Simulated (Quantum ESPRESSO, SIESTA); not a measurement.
# Birch–Murnaghan line for zincblende GaP, QE, PBEsol

Calculated with Quantum ESPRESSO 7.5: PBEsol; plane waves, GBRV 1.5 ultrasoft, 45/270 Ry; k-mesh 7×7×7. The volume is changed in steps from typed lattice constants. V0 = 20.007 Å³ an atom is where a Birch–Murnaghan fit to this level's pressures, the withheld one apart, crosses zero; rows within 2.5 % of V0 are left out, since F is ill-conditioned there. The typed cell is scaled evenly, with no relaxation, and each row is a single point.

| volume (Å³/atom) | pressure (GPa) |
| --- | --- |
| 19.238 | 3.648 |
| 20.911 | -3.46 |
| 21.329 | -4.791 |
| 21.747 | -5.986 |
| 22.165 | ? |
| 22.583 | -7.958 |

Task: Fit the third-order Birch–Murnaghan equation to the rows given and interpolate to the withheld row.

Worked fit:

Take the Eulerian strain f = ½[(V0/V)^(2/3) − 1] and the normalised pressure F = P / [3f(1 + 2f)^(5/2)]. The third-order Birch–Murnaghan equation is then the line F = B0 + (3/2)B0(B′ − 4) f, so u = f and v = F.

```
     u = f  v = F (GPa)
 0.0132371      86.0539
-0.0145162      85.5247
-0.0208800      85.0921
-0.0270393      84.7975
-0.0387849      83.6925
```

With n = 5: mean u = -0.0175966, mean v = 85.0321, Σ(u − ū)² = 0.0015091, Σ(u − ū)(v − v̄) = 0.063427. Slope b = 0.063427 / 0.0015091 = 42.030; intercept a = v̄ − b ū = 85.772.

So B0 = 85.77 GPa and B′ = 4 + 2b/(3a) = 4.33. At the withheld volume f = -0.03300, F = 84.38 GPa, and P = 3f(1 + 2f)^(5/2) F.

Prediction at 22.165: -7.044 GPa. The run gave -7.028 GPa, so the fit is low by 0.016 GPa (0.23 % of the value).

A fit to this level's energies over the whole scan gives V0 = 20.117 Å³, B0 = 85.01 GPa and B′ = 4.58. Among the rows given, the largest miss of the fit is at 22.583, by 0.043 GPa (0.37 % of the range of the table).

Limits: The nuclei are static. The DFT runs use Fermi–Dirac occupations of width 0.01 eV, and energies are free energies.

[Logs are printed without paths, hosts, clocks, repeated set-up lines and the standing remarks that a program may print on its own settings, such as how far it seeks lower states.]

[Hosts, paths, dates, database ids (printed as entryN), source tags and the programs' standing remarks are cut or masked in the printed files.]
